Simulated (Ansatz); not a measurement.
# W2N monolayer: modes against uniaxial strain along a, the zigzag direction, with the width clamped, part 2 of 2

Wanted: the shifts of the zone-centre modes of W2N monolayer with strain.

Ansatz 0.2.0; DFT PBE, scalar-relativistic, plane waves, PAW; PAW set soft_1.

So far, highest optical mode at the zone centre (no LO-TO term) (cm⁻¹): step 5 (modes at rest) 574.

## Step 7: Zone-centre modes of the member: uniaxial strain of +5 % along a, the zigzag direction, with the width clamped

The zone-centre modes follow for uniaxial strain of +5 % along a, the zigzag direction, with the width clamped.

Contents of input.yaml:

```yaml
crystal:
  lattice:
    - [2.9186573053, 0.0, 0.0]
    - [-1.4593286527, 2.4072679729, 0.0]
    - [0.0, 0.0, 29.6237063742]
  atoms:
    - { symbol: "N", position: [0.0, 0.0, 0.3375674831] }
    - { symbol: W, position: [0.3409123853, 0.6818247706, 0.3846522305] }
    - { symbol: W, position: [0.6590876147, 0.3181752294, 0.2904827357] }
  periodic: [true, true, false]
kpoints:
  mp_grid: { grid: [18, 18, 1] }
hamiltonian:
  xc: pbe
  pseudopotentials: { kind: paw, azcp: { folder: soft_1 } }
scf:
  occupations: { method: methfessel_paxton, width: 0.2 }
output:
  eigenvalues: true
phonons:
  method: dfpt
```

On the command line:

```sh
$ ansatz run input.yaml --threads 4 --pin off --max-ram 16384MiB --backend cpu --events-out ev --progress --plain --runs-dir out
```

Numbers of over 12 decimals in the logs are rounded to 6 here.

The program printed:

```text
[...]
Crystal: 3 atoms, lattice volume = 208.136 Å³
Basis set: ecut = 420 eV, 4083 PW (Γ), exchange–correlation on 40×40×400 points (8 copies of the dense FFT grid, shifted against one another)
Bands: 21, of which v1, the nominal top of the filled ones, is band 17 counted from 1 (16 counted from 0)
Symmetry: 4 space group operations
k-points: 91 of 324 (irreducible under 2 space group operations, time reversal used)
[...]
SCF iter   1: F=—  HF=-21154.757282 eV  |F-HF|=—  |Δ(HF+E_count)|=         —  Δρ=5.34e-2  dr2=8.13e0  ethr=3.10e-3  ⟨swp⟩=11.5  Hψ=15546  notcnv=0
[...]
SCF iter   2: F=—  HF=-21153.351372 eV  |F-HF|=—  |Δ(HF+E_count)|=    1.41e0  S|Δr|=    0.00e0  Δρ=3.49e-2  dr2=2.42e0  ethr=3.10e-3  ⟨swp⟩=11.6  Hψ=24409  notcnv=0
automatic band count: the SCF goes on with 25 bands, as 21 were too few: they end inside the smearing window of the response
SCF iter   3: F=—  HF=-21152.858014 eV  |F-HF|=—  |Δ(HF+E_count)|=   4.93e-1  S|Δr|=    0.00e0  Δρ=4.15e-3  dr2=4.14e-2  ethr=3.10e-3  ⟨swp⟩=3.3  Hψ=5673  notcnv=0  defer=164
[...]
SCF iter  12: F=-21152.862560 eV  HF=-21152.862560 eV  |F-HF|=7.28e-12  |Δ(HF+E_count)|=  3.78e-10  S|Δr|=    0.00e0  Δρ=2.16e-8  dr2=6.62e-13  ethr=1.00e-12  ⟨swp⟩=26.1  Hψ=20680  notcnv=0
SCF 1 converged in 12 iterations: F = -21152.862560 eV  dr2 = 6.62e-13
[...]
SCF converged after 12 iterations
[...]
Free energy (F): -21152.862560 eV
[...]
Internal energy: -21152.862205 eV  (E = F + TS)
E sigma→0 (E₀):  -21152.862471 eV
Entropy (-TS):   -0.000355 eV (-0.118 meV/atom)
Fermi energy:    -5.190269 eV
[...]
--- Band table (eV; the first three rows and the last of 91) ---
  k-point 0: bands = [... 13 lower, -6.8429, -6.7639, -6.5044, -5.8755, -5.7823, -5.0189, -4.1688, -4.0621, ... 4 higher]
  k-point 1: bands = [... 13 lower, -6.7237, -6.6972, -6.6511, -6.3098, -5.4692, -5.0694, -4.2464, -4.0651, ... 4 higher]
  k-point 2: bands = [... 13 lower, -7.2169, -6.7212, -6.3706, -6.3304, -5.3397, -5.0989, -4.4935, -3.8765, ... 4 higher]
  k-point 90: bands = [... 13 lower, -7.0890, -7.0675, -6.5100, -4.9636, -4.0803, -3.4700, -2.6335, -2.0137, ... 4 higher]
  ° read free of the cell's end (the report's vacuum.weakly_bound_levels)
[...]
ASR residual: 8.976e-5 → 0.000e0 eV/Å²; symmetrization residual: 8.202e-6 eV/Å²
[...]
ASR residual per site (eV/Å²): 2.03e-5 8.98e-5 8.97e-5
  Γ frequencies (cm⁻¹): 0.00 0.00 0.00 71.50 80.32 139.10 210.19 257.30 602.23
[...]
```

Run time: 2.4 min. Hardware: 4 threads of Arm Neoverse V1, shared host; peak memory 1.4 GiB; 9.2 min of CPU time.

This step gave:

* sum-rule residual before enforcement: 8.98e-5 eV/Å²
* point group: 2/m
* highest optical mode at the zone centre (no LO-TO term): 602.2 cm⁻¹
* lowest optical zone-centre mode: 71.5 cm⁻¹

Patterns of degenerate modes are one choice out of their space. Modes at Γ, with each element's share of the kinetic energy:

```csv
mode,frequency (cm⁻¹),symmetry,N %,W %
1,0.0,acoustic,4,96
2,0.0,acoustic,4,96
3,0.0,acoustic,4,96
4,71.5,Bg,0,100
5,80.3,Ag,0,100
6,139.1,Ag,0,100
7,210.2,Bu,96,4
8,257.3,Au,96,4
9,602.2,Bu,96,4
```

Displacements in mode 4 (71.5 cm⁻¹), the largest set to 1:
```
N1   0.00  0.00  0.00
W2   1.00  0.00  0.00
W3  -1.00  0.00  0.00
```

Displacements in mode 9 (602.2 cm⁻¹), the largest set to 1:
```
N1   0.00  0.04  1.00
W2   0.00  0.00 -0.04
W3   0.00  0.00 -0.04
```

The lowest optical mode is real, 71.5 cm⁻¹, and the highest lies at 602.2 cm⁻¹.

For the highest optical mode at the zone centre (no LO-TO term), step 5 gave 574 cm⁻¹; this run, with strain 5 %, gives 602 cm⁻¹ (+5 %).

## Step 8: Relaxation of a member: uniaxial strain of -3 % along a, the zigzag direction, with the width clamped

The cell takes a uniaxial strain of -3 % along a, the zigzag direction, with the width clamped. The cell is held, and the atoms relax in it.

input.yaml, the sections that differ from step 7:

```yaml
crystal:
  lattice:
    - [2.6962834156, 0.0, 0.0]
    - [-1.3481417078, 2.4072679729, 0.0]
    - [0.0, 0.0, 29.6237063742]
  atoms:
    - { symbol: "N", position: [0.0, 0.0, 0.3375674831] }
    - { symbol: W, position: [0.3314852803, 0.6629705605, 0.3873253216] }
    - { symbol: W, position: [0.6685147197, 0.3370294395, 0.2878096446] }
  periodic: [true, true, false]
output:
  forces: true
  stress: true
  eigenvalues: true
relax:
  adjacent_minimum: "off"
  f_tol: 0.001
  max_steps: 60
# kpoints, hamiltonian, scf: as in step 7
# phonons: removed
```

The program printed:

```text
[...]
Crystal: 3 atoms, lattice volume = 192.278 Å³
Basis set: ecut = 420 eV, 3779 PW (Γ), exchange–correlation on 40×40×400 points (8 copies of the dense FFT grid, shifted against one another)
Bands: 21, of which v1, the nominal top of the filled ones, is band 17 counted from 1 (16 counted from 0)
Symmetry: 4 space group operations
[...]
--- Relaxed structure (5 steps of the walk, 5 accepted, 0 SCFs on fresh bases) ---
  F+E_penalty+E_count = -21152.91261029 eV   max|allowed force component| = 7.730e-5 eV/Å
  cell:  # Å, volume = 192.2779 Å³
    - [2.6962834156, 0.0, 0.0]
    - [-1.3481417078, 2.4072679729, 0.0]
    - [0.0, 0.0, 29.6237063742]
  atoms:
    - { symbol: N, position: [0, 0, 0.3375674831] }
    - { symbol: W, position: [0.330420, 0.660840, 0.387597] }
    - { symbol: W, position: [0.669580, 0.339160, 0.287538] }
[key lines of the parts left out:]
SCF converged after 2 iterations
Free energy (F): -21152.912610 eV
Fermi energy:    -5.348979 eV
P = ½ c Tr σ = 6.1107 N/m
```

The job ended after 31 s (4 threads; peak memory 0.59 GiB).

The steps of the relaxation:

| step | energy less that of the first step (eV) | largest force component (eV/Å) |
| --- | --- | --- |
| 1 | 0.0000 | 0.1383 |
| 2 | -0.0012 | 0.0126 |
| 3 | -0.0013 | 0.0066 |
| 4 | -0.0013 | 0.0001 |
| 5 | -0.0013 | 0.0001 |

The run keeps the 4 symmetry operations that it works with, so distortions that break them were not tested.

The relaxed structure:

```
N W
1.0
     2.69628    0.00000    0.00000
    -1.34814    2.40727    0.00000
     0.00000    0.00000   29.62371
N W
1 2
Direct
  0.00000 0.00000 0.33757
  0.33042 0.66084 0.38760
  0.66958 0.33916 0.28754
```

Numbers from this step:

| Quantity | Value |
| --- | --- |
| area per atom | 2.164 Å² |

The largest force component left is 0.077 meV/Å.

## Step 9: Zone-centre modes of the member: uniaxial strain of -3 % along a, the zigzag direction, with the width clamped

The zone-centre modes follow for uniaxial strain of -3 % along a, the zigzag direction, with the width clamped.

input.yaml, the sections that differ from step 8:

```yaml
crystal:
  lattice:
    - [2.6962834156, 0.0, 0.0]
    - [-1.3481417078, 2.4072679729, 0.0]
    - [0.0, 0.0, 29.6237063742]
  atoms:
    - { symbol: "N", position: [0.0, 0.0, 0.3375674831] }
    - { symbol: W, position: [0.3304201584, 0.6608403168, 0.3875969496] }
    - { symbol: W, position: [0.6695798416, 0.3391596832, 0.2875380166] }
  periodic: [true, true, false]
output:
  eigenvalues: true
phonons:
  method: dfpt
# kpoints, hamiltonian, scf: as in step 8
# relax: removed
```

The program printed:

```text
[...]
Crystal: 3 atoms, lattice volume = 192.278 Å³
Basis set: ecut = 420 eV, 3779 PW (Γ), exchange–correlation on 40×40×400 points (8 copies of the dense FFT grid, shifted against one another)
Bands: 21, of which v1, the nominal top of the filled ones, is band 17 counted from 1 (16 counted from 0)
Symmetry: 4 space group operations
[...]
k-point 2: bands = [... 13 lower, -7.7898, -6.8296, -6.5648, -6.1744, -5.4710, -5.2093, -4.3338, -3.0596]
  k-point 90: bands = [... 13 lower, -7.4675, -7.1142, -6.6678, -5.2153, -4.1138, -3.6151, -2.3344, -1.7396]
[...]
ASR residual: 6.817e-5 → 0.000e0 eV/Å²; symmetrization residual: 1.143e-5 eV/Å²
[...]
ASR residual per site (eV/Å²): 6.82e-5 5.67e-5 5.32e-5
  Γ frequencies (cm⁻¹): 0.00 0.00 0.00 82.82 90.86 157.68 320.72 336.43 556.19
[...]
[key lines of the parts left out:]
SCF converged after 11 iterations
Free energy (F): -21152.912610 eV
Fermi energy:    -5.348980 eV
```

It took 2.2 min on 4 threads; peak memory 1.3 GiB; 8.6 min of CPU time.

Numbers from this step:

```
sum-rule residual before enforcement                    : 6.82e-5 eV/Å²
highest optical mode at the zone centre (no LO-TO term) : 556.2 cm⁻¹
lowest optical zone-centre mode                         : 82.82 cm⁻¹
```

Patterns of degenerate modes are one choice out of their space. Modes at Γ, with each element's share of the kinetic energy:

```
mode  frequency (cm⁻¹)  symmetry  N %  W %
   1               0.0  acoustic    4   96
   2               0.0  acoustic    4   96
   3               0.0  acoustic    4   96
   4              82.8        Ag    0  100
   5              90.9        Bg    0  100
   6             157.7        Ag    0  100
   7             320.7        Bu   96    4
   8             336.4        Au   96    4
   9             556.2        Bu   96    4
```

The lowest optical mode is real, 82.8 cm⁻¹, and the highest lies at 556.2 cm⁻¹.

For the highest optical mode at the zone centre (no LO-TO term), step 5 gave 574 cm⁻¹; this run, with strain -3 %, gives 556 cm⁻¹ (-3 %).

## Step 10: All members side by side

The members are set side by side, also those not shown above.

Energies are extrapolated to zero smearing, and E0 is that at rest; the cell is clamped and the atoms are relaxed; all runs use 18×18×1 k points and Methfessel-Paxton smearing of 0.2 eV. State of the crystal along the series:

```
strain (%)  E - E0 (meV/atom)
        -3              17.45
        -2              7.471
        -1              1.809
         0                  0
         1              1.617
         2               6.24
         3              13.52
         4              22.98
         5              34.26
```

Optical modes are counted from below at rest and tracked from member to member by their patterns, and modes that stay within 0.3 cm⁻¹ of each other stand once; labels, where given, are those at rest, then, where named, those of the strained cell; the cell is clamped and the atoms are relaxed; all runs use 18×18×1 k points and Methfessel-Paxton smearing of 0.2 eV. Optical modes along the series:

```
strain (%)  optical mode 1 Eg to Bg single part (cm⁻¹)  optical mode 2 Eg to Ag single part (cm⁻¹)  optical mode 3 A1g to Ag (cm⁻¹)  optical mode 4 Eu to Bu single part (cm⁻¹)  optical mode 5 Eu to Au single part (cm⁻¹)  optical mode 6 A2u to Bu (cm⁻¹)
        -3                                       90.86                                       82.82                            157.7                                       320.7                                       336.4                            556.2
        -2                                        90.4                                       85.03                            154.6                                       316.8                                         326                              562
        -1                                       89.56                                       86.78                            151.2                                         312                                       315.4                            568.1
         0                                        88.1                                        88.1                            147.1                                       305.6                                       305.6                            573.9
         1                                       85.93                                       88.81                            142.6                                       296.3                                       297.2                            579.5
         2                                       82.96                                       88.36                            138.7                                       282.7                                       289.5                            585.2
         3                                       79.07                                       86.41                            136.7                                       263.5                                         281                            591.3
         4                                       74.94                                       83.42                            137.2                                       238.4                                       271.1                            597.5
         5                                        71.5                                       80.32                            139.1                                       210.2                                       257.3                            602.2
```

Value and slope at zero strain of a cubic (a lower polynomial where under five rows exist) through the rows within 2 % of rest. Slopes at rest:

| mode | frequency (cm⁻¹) | shift per percent of strain (cm⁻¹) |
| --- | --- | --- |
| optical mode 1 Eg to Bg single part | 88.1 | -1.8 |
| optical mode 2 Eg to Ag single part | 88.1 | 1.08 |
| optical mode 3 A1g to Ag | 147 | -4.44 |
| optical mode 4 Eu to Bu single part | 305.6 | -7.66 |
| optical mode 5 Eu to Au single part | 305.7 | -9.07 |
| optical mode 6 A2u to Bu | 573.8 | 5.68 |

## Step 11: Summary of results

```
members                                                          : 9
highest optical mode at the zone centre (no LO-TO term), at rest : 573.9 cm⁻¹
optical mode 3 A1g to Ag, shift per percent                      : -4.44 cm⁻¹
optical mode 4 Eu to Bu single part, shift per percent           : -7.66 cm⁻¹
optical mode 5 Eu to Au single part, shift per percent           : -9.07 cm⁻¹
optical mode 6 A2u to Bu, shift per percent                      : 5.68 cm⁻¹
```

**Reading.** The strain lowers the symmetry: the level at 305.6 cm⁻¹ splits, into 210.2 and 257.3 cm⁻¹ at +5 %. Within 2 % of rest optical mode 1 Eg to Bg single part, optical mode 2 Eg to Ag single part and optical mode 4 Eu to Bu single part bend away from a straight line, so a single slope holds only near rest. The fastest shift in the table of slopes is -9.1 cm⁻¹ for each percent (optical mode 5 Eu to Au single part). The width is clamped, so the contraction across the strain that a free sheet shows is left out. These are harmonic frequencies at zero temperature: anharmonic shifts, linewidths and thermal expansion are left out. Spin-orbit coupling is left out, which can matter for the heavy elements here. With no gap, or one that is small against the smearing, the frequencies hang on the k mesh and the smearing, most of all near Kohn anomalies. The runs are without spin polarisation, although the cell has an odd electron count. The starting cell was built on a prototype and not taken from a measurement. Only the zone centre was solved, so an instability at another wavevector cannot show here.

[Logs are printed without paths, hosts, clocks, repeated set-up lines and the standing remarks that a program may print on its own settings, such as how far it seeks lower states.]

[Hosts, paths, dates, database ids (printed as entryN), source tags and the programs' standing remarks are cut or masked in the printed files.]
